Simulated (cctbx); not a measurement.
## Which space group?

Cell: a = 12.1140 Å, b = 7.0250 Å, c = 9.0940 Å, α = 90.00°, β = 90.00°, γ = 90.00°. Expected content of the cell: Nd8 Cu12 Fe36.

Simulated single-crystal data (cctbx): Mo Kα, λ = 0.71073 Å, to d = 0.77 Å, 50 % of the full sphere, strongest reflection 70000 counts, noise from counting, a 4 % proportional error and a noise floor of 4 counts (s.d.); no absorption.

Tests on the unmerged data give:

```text
3586 reflections to d = 0.770 A
centring   violations  <I/sigma> of those
    A        749 of  1796      7.4
    B        749 of  1862      7.2
    C          0 of  1836      0.0
    I        756 of  1821      7.1
    R       1006 of  2412      7.3
    F        749 of  2747      4.9
Laue class    unique    Rint  (classes that these axes allow; Friedel mates merged)
C 1 2/m 1         868   0.025
C 2/m 1 1         854   0.024
C m m m           514   0.027
space group    extra absences  I>4sigma  <I/sigma>
C 2 2 21                5          0      -0.7  acentric
C 2 2 2                 0          0         -  acentric
C m m 2                 0          0         -  acentric
C m c 21               83          0       0.1  acentric
C 2 m m                 0          0         -  acentric
C m 2 m                 0          0         -  acentric
C 2 c m                83          0       0.1  acentric
C m c m                83          0       0.1  centric
C m m m                 0          0         -  centric
Wilson B = 0.35 A^2   <|E^2-1|> = 1.023 (0.968 centric, 0.736 acentric)   E^2>4: 5.5 %
shell (A)         n   <I/sigma>
 6.08 - 1.54     75     23.3
 1.54 - 1.23     65     27.3
 1.23 - 1.07     68     23.0
 1.07 - 0.97     59     24.1
 0.97 - 0.90     64     27.2
 0.90 - 0.85     61     21.2
 0.85 - 0.81     58     22.3
 0.81 - 0.77     64     22.4
```

**Question.** What are the lattice type, the Laue class and the likely space group?

The reflections that C centring forbids are absent (⟨I/σ⟩ near 0), so the lattice is C.

Rint stays low (0.024 to 0.027) up to C m m m, the highest class in these axes.

9 settings pass the absence test. The most absences obeyed, 83, belong to C m c 21, C 2 c m and C m c m, which absences can't tell apart.

⟨|E²−1|⟩ = 1.023 leans to a centrosymmetric structure. The Wilson B of 0.35 Å² means U ≈ 0.0044 Å².

The true group is Cmcm (no. 63), Laue class mmm, centrosymmetric. The tables only narrow the choice to the tied entries; cell content, site symmetry and trial solutions must settle it.

The model was made for the exercise: a known structure type with other elements put in, its volume estimated, not relaxed; displacement parameters are assumed.

[Logs are printed without paths, hosts, clocks, repeated set-up lines and the standing remarks that a program may print on its own settings, such as how far it seeks lower states.]
